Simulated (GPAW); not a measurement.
# BN (Qingsongite, F-43m): the N K absorption edge, part 2 of 2

What does one-electron theory with a core hole give for the N K edge of BN (Qingsongite, F-43m)?

GPAW 26.7.0; X-ray absorption from dipole matrix elements to empty bands, plane-wave PAW LDA.

So far. Step 2 (The field without a hole): The mesh shows a gap of 4.29 eV, so the hole is first treated in a charged cell, without the excited electron. Step 3 (Spectrum without a core hole, N atom 1): Main maxima below 21 eV (height): 5.0 eV (0.97), 10.3 eV (2.56) and 15.0 eV (1.63). A K edge sees empty p states; a tetrahedral site has σ* states alone, so there is no π* peak.

### Step 5. Spectrum with FCH, N atom 1

The holes are 5.1 Å apart. In GPAW the data set carries the hole's charge, so charge=0 means a charged cell and charge=-1 a neutral one. The excited electron is left out and a uniform background balances the charge. After the field has converged, empty bands are computed with the density fixed and the dipole matrix elements are summed.

xas.py reads:

```python
import numpy as np
from ase import Atoms
from ase.parallel import parprint, paropen
from gpaw import GPAW, PW, FermiDirac, Mixer, MixerDif, setup_paths
from gpaw.test import gen
setup_paths.insert(0, '.')
gen('N', name='fch1s', xcname='LDA', corehole=(1, 0, 1), write_xml=True)

atoms = Atoms('N8B8',
    cell=[[0, 3.615, 3.615],
     [3.615, 0, 3.615],
     [3.615, 3.615, 0]],
    scaled_positions=[[0.375, 0.375, 0.375],
     [0.375, 0.375, 0.875],
     [0.375, 0.875, 0.375],
     [0.875, 0.375, 0.375],
     [0.375, 0.875, 0.875],
     [0.875, 0.375, 0.875],
     [0.875, 0.875, 0.375],
     [0.875, 0.875, 0.875],
     [0, 0, 0],
     [0, 0, 0.5],
     [0, 0.5, 0],
     [0.5, 0, 0],
     [0, 0.5, 0.5],
     [0.5, 0, 0.5],
     [0.5, 0.5, 0],
     [0.5, 0.5, 0.5]],
    pbc=True)
atoms.calc = calc = GPAW(legacy_gpaw=True, mode=PW(500), xc='LDA', setups={0: 'fch1s'},
    kpts={'size': (4, 4, 4), 'gamma': True}, occupations=FermiDirac(0.02),
    charge=0, mixer=Mixer(0.1, 5, 50), maxiter=150,
    convergence={'density': 0.0001}, txt='scf.txt')
energy = atoms.get_potential_energy() + calc.get_reference_energy()
ef = calc.get_fermi_level()
out = dict(energy=energy, fermi=ef, forces=atoms.get_forces().tolist())
parprint(f'all-electron energy {energy:.4f} eV, Fermi level {ef:.4f} eV')
ev = np.array([[calc.get_eigenvalues(k, s) for k in range(len(calc.get_ibz_k_points()))] for s in range(calc.get_number_of_spins())])
out['homo'], out['lumo'], out['counts'] = ev[ev < ef].max(), ev[ev > ef].min(), sorted(set((ev < ef).sum((0, 2)).tolist()))
out['filled'] = (ev[:, 0] < ef).sum(1).tolist()

from gpaw.xas import XAS
nb = int(calc.get_number_of_electrons() / 2) + 59
top, nb = nb, nb + 8 + nb // 12
nscf = calc.fixed_density(kpts={'size': (6, 6, 6), 'gamma': True}, nbands=nb,
    convergence={'bands': top, 'eigenstates': 1e-5}, maxiter=60, txt='nscf.txt')
cell = atoms.cell.array
ops = [cell.T @ U.T @ np.linalg.inv(cell.T) for U in nscf.wfs.kd.symmetry.op_scc]
filled = [32]  # bands filled in the ground state, by spin
E = np.arange(-6, 34, 0.1)
fwhm = np.interp(E, [4, 25], [0.9, 3.5])
Y, X, zero, highest = 0, 0, 1e9, 1e9
for spin in range(nscf.get_number_of_spins()):
    xas = XAS(nscf, mode='all', center=0, spin=spin)
    eps = xas.eps_kn
    d = xas.sigma_cmkn  # core-to-band dipole matrix elements, k weights included
    T = np.einsum('amkn,bmkn->abkn', d, d.conj()).real
    T = sum(np.einsum('ai,ijkn,bj->abkn', R, T, R) for R in ops) / len(ops)
    empty = np.ones_like(eps, bool) & (np.arange(nb) >= filled[spin])
    zero, highest = min(zero, eps[empty].min()), min(highest, eps[:, top - 1].min())
    lines = [(eps, T, empty)] if spin == 0 else lines + [(eps, T, empty)]
for eps, T, empty in lines:
    f = np.einsum('aakn->akn', T).reshape(3, -1)
    x = eps.ravel() - zero
    w = np.interp(x, E, fwhm) / 2.35482
    g = np.exp(-0.5 * ((E[:, None] - x) / w) ** 2) / (w * (2 * np.pi) ** 0.5)
    Y = Y + (f * empty.ravel()) @ g.T
    X = X + (f * ~empty.ravel()) @ g.T
out.update(E=E.round(2).tolist(), xas=Y.tolist(), xes=X.tolist(), zero=zero, valid=highest - zero, nk=len(eps), nb=nb)
for i in range(0, len(E), 10):
    parprint(f'{E[i]:7.2f}', *(f'{v:10.3e}' for v in Y[:, i]))
import json
with paropen('out.json', 'w') as f:
    json.dump(out, f)
```

On the command line:

```sh
> OMP_NUM_THREADS=1 python xas.py
```

Numbers of over 12 decimals in the logs are rounded to 6 here.

The log of the run:

```text
Input parameters:
  convergence: {density: 0.0001}
  kpts: {gamma: True,
         size: (4, 4, 4)}
  maxiter: 150
  mixer: {backend: pulay,
          beta: 0.1,
          method: separate,
          nmaxold: 5,
          weight: 50}
  mode: {ecut: 500.0,
         name: pw}
  occupations: {fixmagmom: False,
                name: fermi-dirac,
                width: 0.02}
  setups: {0: fch1s}

Initialize ...

[... PAW data sets ...]

Reference energy: -16651.169573  # eV

Spin-paired calculation

[... convergence settings ...]
Symmetries present (total): 6
  [... symmetry matrices ...]

64 k-points: 4 x 4 x 4 Monkhorst-Pack grid + [1/8,1/8,1/8]
13 k-points in the irreducible part of the Brillouin zone
       k-points in crystal coordinates                weights
   0:     0.00000000    0.00000000    0.00000000          1/64
   1:     0.25000000    0.00000000   -0.25000000          6/64
   2:     0.25000000    0.00000000    0.00000000          6/64
   3:     0.25000000    0.25000000   -0.25000000          6/64
   4:     0.25000000    0.25000000    0.00000000          6/64
   5:     0.25000000    0.25000000    0.25000000          2/64
   6:     0.50000000    0.00000000    0.00000000          3/64
   7:     0.50000000    0.25000000   -0.25000000          6/64
   8:     0.50000000    0.25000000    0.00000000         12/64
   9:     0.50000000    0.25000000    0.25000000          6/64
          ...
  12:     0.50000000    0.50000000    0.50000000          1/64

Wave functions: Plane wave expansion
  Cutoff energy: 500.000 eV
  Number of coefficients (min, max): 2392, 2421
  Pulay-stress correction: 0.000000 eV/Ang^3 (de/decut=0.000000)
  Using FFTW library
  Wavefunction extrapolation:
    Improved wavefunction reuse through dual PAW basis

Occupation numbers: Fermi-Dirac:
  width: 0.0200  # eV

Eigensolver
   Davidson(niter=2)

Densities:
  Coarse grid: 27*27*27 grid
  Fine grid: 54*54*54 grid
  Total Charge: 1.000000

Density mixing:
  Method: separate
  Backend: pulay
  Linear mixing parameter: 0.1
  old densities: 5
  Width of damping distribution: 1.1
  Damping of long wavelength oscillations: 50

[... Hamiltonian set-up ...]
Number of atoms: 16
Number of atomic orbitals: 64
Number of bands in calculation: 43
Number of valence electrons: 64
Bands to converge: occupied

... initialized

Initializing position-dependent things.

Density initialized from atomic densities
Creating initial wave functions:
  43 bands from LCAO basis set

                          N
                     N
                      N
                N        N
                    N
                  B  N
            B  N
             B
        B        B
           B
            B
       B

Atomic positions and initial magnetic moments

Positions:
   0 N      2.711250    2.711250    2.711250    ( 0.0000,  0.0000,  0.0000)
   1 N      4.518750    4.518750    2.711250    ( 0.0000,  0.0000,  0.0000)
   2 N      4.518750    2.711250    4.518750    ( 0.0000,  0.0000,  0.0000)
   3 N      2.711250    4.518750    4.518750    ( 0.0000,  0.0000,  0.0000)
   4 N      6.326250    4.518750    4.518750    ( 0.0000,  0.0000,  0.0000)
   5 N      4.518750    6.326250    4.518750    ( 0.0000,  0.0000,  0.0000)
   6 N      4.518750    4.518750    6.326250    ( 0.0000,  0.0000,  0.0000)
[...]
13 B      1.807500    3.615000    1.807500    ( 0.0000,  0.0000,  0.0000)
  14 B      1.807500    1.807500    3.615000    ( 0.0000,  0.0000,  0.0000)
  15 B      3.615000    3.615000    3.615000    ( 0.0000,  0.0000,  0.0000)

Unit cell:
           periodic     x           y           z      points  spacing
  1. axis:    yes    0.000000    3.615000    3.615000    27     0.1546
  2. axis:    yes    3.615000    0.000000    3.615000    27     0.1546
  3. axis:    yes    3.615000    3.615000    0.000000    27     0.1546

  Lengths:   5.112382   5.112382   5.112382
  Angles:   60.000000  60.000000  60.000000

Effective grid spacing dv^(1/3) = 0.1687

iter:   1  -184.959883
iter:   2  -181.738337   -1.29  -0.78
iter:   3  -176.969623   -0.71  -0.85
iter:   4  -176.631334   -2.03  -1.19
iter:   5  -176.519277   -2.40  -1.42
iter:   6  -176.511915   -2.43  -1.82
iter:   7  -176.494716c  -2.34  -2.02
iter:   8  -176.486723c  -4.49  -2.20
iter:   9  -176.491974c  -3.97  -2.27
iter:  10  -176.480573c  -3.65  -2.22
iter:  11  -176.476289c  -3.36  -2.47
iter:  12  -176.476247c  -4.82  -3.31
iter:  13  -176.476230c  -5.95  -3.65
iter:  14  -176.476223c  -6.35  -3.81
iter:  15  -176.476221c  -7.20  -3.96
iter:  16  -176.476221c  -7.46c -4.06c

Converged after 16 iterations.

Dipole moment: (13.496480, 13.496480, 13.496480) |e|*Ang

Energy contributions relative to reference atoms: (reference = -16651.169573)

Kinetic:        +78.134978
Potential:      -97.047589
External:        +0.000000
XC:            -156.948398
Entropy (-ST):   -0.000000
Local:           -0.615212
SIC:             +0.000000
--------------------------
Free energy:   -176.476221
Extrapolated:  -176.476221

Showing only first 2 kpts
 Kpt  Band  Eigenvalues  Occupancy
  0    30      9.86974    2.00000
  0    31      9.86981    2.00000
  0    32     13.72875    0.00000
  0    33     14.21363    0.00000

  1    30      8.05143    2.00000
  1    31      9.38443    2.00000
  1    32     16.06993    0.00000
[...]
Fermi level: 10.75070

Gap: 3.859 eV
Transition (v -> c):
  (s=0, k=0, n=31, [0.00, 0.00, 0.00]) -> (s=0, k=0, n=32, [0.00, 0.00, 0.00])
No difference between direct/indirect transitions

Forces in eV/Ang:
  0 N    -0.00035   -0.00035   -0.00035
  1 N    -0.00003   -0.00003   -0.24902
  2 N    -0.00003   -0.24902   -0.00003
  3 N    -0.24902   -0.00003   -0.00003
  4 N     0.24887   -0.00020   -0.00020
  5 N    -0.00020    0.24887   -0.00020
  6 N    -0.00020   -0.00020    0.24887
[...]
13 B    -1.66191    1.66198   -1.66191
 14 B    -1.66191   -1.66191    1.66198
 15 B     1.66203    1.66203    1.66203
Scalar-relativistic atomic LDA calculation for N (Nitrogen, Z=7)
Core hole in 1s state (1s occupation: 1.0)
300 radial gridpoints.
|------------------------------------------------|
|------------------------------------------------|
[... the atom generator's iteration count ...]

Energy contributions:
-------------------------
Kinetic:      +38.530757
XC:            -4.452581
Potential:    -72.816894
-------------------------
Total:        -38.738717

state      eigenvalue         ekin         rmax
-----------------------------------------------
1s^1.0 :   -16.643762    23.347388        0.145
2s^2.0 :    -1.332146     3.154276        0.915
2p^3.0 :    -0.925852     2.958273        0.782
-----------------------------------------------
(units: Bohr and Hartree)

Generating PAW setup
Kinetic energy of the core from tauc = 23.362075
Cutoffs:
rc(s)=1.140
rc(p)=1.000
rc(d)=1.090
rc(vbar)=1.120
rc(comp)=1.090
rc(nct)=1.140

Kinetic energy of the core states: 23.347388
Charge: 1.0
Core electrons: 1.0
Valence electrons: 5.0
Pseudo-core charge: 0.003881
Shape function alpha=8.417
Pseudo-electron charge 4.904142
state    eigenvalue         norm
--------------------------------
2s(2) :    -1.332146     1.098259
*s    :    -0.332146
2p(3) :    -0.925852     0.901248
*p    :     0.074148
*d    :     0.000000
--------------------------------

Diagonalizing with gridspacing h=0.050

state   all-electron     PAW
-------------------------------
2s:      -1.332146    -1.333594
2p:      -0.925852    -0.929974
*d:                   -0.063788
*f:                   -0.013854
-------------------------------
all-electron energy -16827.6458 eV, Fermi level 10.7507 eV
[...]
31.00  3.140e-05  3.140e-05  3.140e-05
  32.00  3.589e-05  3.589e-05  3.589e-05
  33.00  4.803e-05  4.803e-05  4.803e-05
```

Run time: 2.6 min. Hardware: 1 thread of Intel Xeon 6975P-C (Granite Rapids), shared host; peak memory 0.48 GiB.

The N K spectrum, N atom 1, full core hole (charged cell) (energy from the lowest empty level; intensity scaled to a mean of 1 over the first 20 eV):

```tsv
E (eV)	intensity
-2.0	0.00
-1.4	0.00
-0.8	0.00
-0.2	0.00
0.4	0.02
1.0	0.07
1.6	0.15
2.2	0.38
2.8	0.66
3.4	1.21
4.0	1.98
4.6	2.33
5.2	2.61
5.8	2.26
6.4	2.17
7.0	2.27
7.6	1.93
8.2	1.64
8.8	1.48
9.4	1.53
10.0	1.69
10.6	1.49
11.2	0.95
11.8	0.57
12.4	0.47
13.0	0.53
13.6	0.67
14.2	0.84
14.8	0.89
15.4	0.78
16.0	0.56
16.6	0.34
17.2	0.19
17.8	0.12
18.4	0.10
19.0	0.11
19.6	0.16
20.2	0.25
20.8	0.34
21.4	0.42
22.0	0.45
```

Main maxima below 21 eV (height): 5.2 eV (2.61), 6.9 eV (2.29), 10.1 eV (1.69) and 14.7 eV (0.89). 

The hole costs E(hole) − E(ground) = 390.91 eV, and the lowest empty level of the hole cell on the spectrum's mesh lies at 13.73 eV, which puts the zero at 404.64 eV. One term is added: -7.76 eV, since the hole is spin-paired here and a spin-polarised one costs that much less in the free atom (computed apart). The photon energy is then 396.88 eV. The functional and the charged cell's background leave an error in such absolute values: in the free atom LDA prices this hole 3.5 eV below PBE (computed apart), and PBE is itself good to a few eV.

### Step 6. Excitation energy, N atom 1

With the excited electron kept in the cell the system stays neutral, and the energy difference is an excitation energy by itself. In a small cell that electron takes up a good share of the lowest empty band, or all of one, which shifts the value from the true onset.

Changed against the first core-hole run: core hole to XCH, with the smearing that suits a partly filled band.

scf.py reads:

```python
import numpy as np
from ase import Atoms
from ase.parallel import parprint, paropen
from gpaw import GPAW, PW, FermiDirac, Mixer, MixerDif, setup_paths
from gpaw.test import gen
setup_paths.insert(0, '.')
gen('N', name='fch1s', xcname='LDA', corehole=(1, 0, 1), write_xml=True)

atoms = Atoms('N8B8',
    cell=[[0, 3.615, 3.615],
     [3.615, 0, 3.615],
     [3.615, 3.615, 0]],
    scaled_positions=[[0.375, 0.375, 0.375],
     [0.375, 0.375, 0.875],
     [0.375, 0.875, 0.375],
     [0.875, 0.375, 0.375],
     [0.375, 0.875, 0.875],
     [0.875, 0.375, 0.875],
     [0.875, 0.875, 0.375],
     [0.875, 0.875, 0.875],
     [0, 0, 0],
     [0, 0, 0.5],
     [0, 0.5, 0],
     [0.5, 0, 0],
     [0, 0.5, 0.5],
     [0.5, 0, 0.5],
     [0.5, 0.5, 0],
     [0.5, 0.5, 0.5]],
    pbc=True)
atoms.calc = calc = GPAW(legacy_gpaw=True, mode=PW(500), xc='LDA', setups={0: 'fch1s'},
    kpts={'size': (4, 4, 4), 'gamma': True}, occupations=FermiDirac(0.04),
    charge=-1, mixer=Mixer(0.1, 5, 50), maxiter=150,
    convergence={'density': 0.0001}, txt='scf.txt')
energy = atoms.get_potential_energy() + calc.get_reference_energy()
ef = calc.get_fermi_level()
out = dict(energy=energy, fermi=ef, forces=atoms.get_forces().tolist())
parprint(f'all-electron energy {energy:.4f} eV, Fermi level {ef:.4f} eV')
ev = np.array([[calc.get_eigenvalues(k, s) for k in range(len(calc.get_ibz_k_points()))] for s in range(calc.get_number_of_spins())])
out['homo'], out['lumo'], out['counts'] = ev[ev < ef].max(), ev[ev > ef].min(), sorted(set((ev < ef).sum((0, 2)).tolist()))
out['filled'] = (ev[:, 0] < ef).sum(1).tolist()
import json
with paropen('out.json', 'w') as f:
    json.dump(out, f)
```

On the command line:

```sh
> OMP_NUM_THREADS=1 python scf.py
```

The log of the run:

```text
Input parameters:
  charge: -1
  convergence: {density: 0.0001}
  kpts: {gamma: True,
         size: (4, 4, 4)}
  maxiter: 150
  mixer: {backend: pulay,
          beta: 0.1,
          method: separate,
          nmaxold: 5,
          weight: 50}
  mode: {ecut: 500.0,
         name: pw}
  occupations: {fixmagmom: False,
                name: fermi-dirac,
                width: 0.04}
  setups: {0: fch1s}

Initialize ...

[...]
2s(2) :    -1.332146     1.098259
*s    :    -0.332146
2p(3) :    -0.925852     0.901248
*p    :     0.074148
*d    :     0.000000
--------------------------------

Diagonalizing with gridspacing h=0.050

state   all-electron     PAW
-------------------------------
2s:      -1.332146    -1.333594
2p:      -0.925852    -0.929974
*d:                   -0.063788
*f:                   -0.013854
-------------------------------
all-electron energy -16812.7285 eV, Fermi level 15.3468 eV
[key lines of the parts left out:]
Converged after 16 iterations.
Dipole moment: (13.697524, 13.697524, 13.697524) |e|*Ang
Free energy:   -161.561247
Fermi level: 15.34679
```

Elapsed: 51 s, on 1 thread; peak memory 0.27 GiB.

The total-energy difference is 405.83 eV. With the free-atom term of -7.76 eV for this edge, the photon energy is 398.07 eV.

### Step 7. What the core hole does

Both curves are counted from their own zero, so only the shift of weight within the empty states shows.

```tsv
E (eV)	no hole	FCH
-2.0	0.00	0.00
-1.0	0.00	0.00
0.0	0.00	0.00
1.0	0.04	0.07
2.0	0.12	0.29
3.0	0.23	0.82
4.0	0.55	1.98
5.0	0.97	2.58
6.0	0.87	2.16
7.0	1.21	2.27
8.0	1.63	1.72
9.0	1.95	1.47
10.0	2.51	1.69
11.0	2.19	1.14
12.0	1.42	0.51
13.0	1.03	0.53
14.0	1.28	0.79
15.0	1.63	0.87
16.0	1.20	0.56
17.0	0.52	0.24
18.0	0.23	0.11
19.0	0.19	0.11
20.0	0.31	0.22
21.0	0.51	0.37
```

With each curve scaled to its own mean, the area from −2 to 6 eV with the hole is 6.8 against 2.3, and the centre of weight from −1 to 20 eV moves by -2.4 eV: the hole pulls the absorber's empty states down.

### Step 8. Results

```yaml
absorber_and_edge: N K, atom 1 of the ground-state input (counted from 1)
surroundings: 4 B at 1.57 Å (tetrahedral, site symmetry -43m)
highest_intensity_below_16_ev: 5.2 eV above the zero, height 2.61
photon_energy_of_the_zero_with_the_added_terms: 396.9 eV (raw 404.6 eV; LDA puts this hole about 4 eV below PBE, itself good to a few eV)
```

What this shows: The N K edge of atom 1, with 4 B at 1.57 Å (tetrahedral, site symmetry -43m), has its highest intensity of the first 16 eV at 5.2 eV above the zero, near 402 eV in photon energy (LDA puts this hole about 4 eV below PBE, itself good to a few eV), 2.6 times the mean level of the first 20 eV (Gaussian full width 0.9 eV up to 4 eV, rising linearly to 3.5 eV at 25 eV). With each curve scaled to its own mean, the area from −2 to 6 eV with the hole is 6.8 against 2.3, and the centre of weight from −1 to 20 eV moves by -2.4 eV: the hole pulls the absorber's empty states down. The neutral-cell energy lies +1.2 eV from the charged-cell zero, a gap made of the charged-cell error and of where the added electron settles. The holes are only 5.1 Å apart, so the shape is probably not converged with cell size; no larger cell was run here. The mesh is coarse (0.25 Å⁻¹ between points), so small maxima may be mesh ripples. The structure is a published determination, not relaxed.

[Banner, clock and machine lines of the logs are left out without a mark of their own.]

[Logs are printed without paths, hosts, clocks, repeated set-up lines and the standing remarks that a program may print on its own settings, such as how far it seeks lower states.]

[Hosts, paths, dates, database ids (printed as entryN), source tags and the programs' standing remarks are cut or masked in the printed files.]

[Lists of maxima count a maximum above −3 eV only where it reaches 4 % of the highest in the window and stands out from its surroundings by 2 % of it (1.5 % where it reaches 55 %); shoulders and weaker maxima are passed over, and of the rest the first, up to two pre-edge ones and the few strongest are named.]
